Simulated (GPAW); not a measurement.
# Polarising a 8-layer slab of Na(100) with a field along the normal

The dipole of the cell at several fields, atoms fixed. What does the strongest field give, and what length does the slope stand for?

How it was computed: GPAW 26.7.0, plane waves (400 eV), PAW setups, PBE, 8×8 mesh, a dipole layer in the vacuum; geometry relaxed without an applied field with GPAW. The cell's area is 17.89 Å², and e/ε0 = 180.95 V Å.

The runs, one held back:

```tsv
field (V/Å)	dipole (e Å)
−0.2	−0.3773
−0.1	−0.1885
−0.05	−0.0942
0.05	0.0942
0.1	0.1885
0.2	0.3773
0.3	?
```

**Question.** What is the dipole at 0.3 V/Å?

Worked answer. A line through the 6 points has the slope α = 1.886 e Å per V/Å and the intercept p₀ = −0.0000 e Å (r.m.s. residual 9.9e−05). At 0.3 V/Å it gives p = −0.0000 + 1.886 × 0.3 = 0.5658 e Å; the run gives 0.5669 e Å, so the response stays linear to 0.2 % of the induced part. Dividing by ε0 and the area: α/(ε0 A) = 1.886 × 180.95 / 17.89 = 19.07 Å, against 14.80 Å between the outer nuclei. A metal screens fully, so the excess of 4.27 Å puts the image planes about 2.13 Å outside the outer atoms on average.

**Limits.** This is the electronic response alone; ions that move would add to it in polar layers. No run was spin-polarised, so magnetic states weren't tested.

[Logs are printed without paths, hosts, clocks, repeated set-up lines and the standing remarks that a program may print on its own settings, such as how far it seeks lower states.]
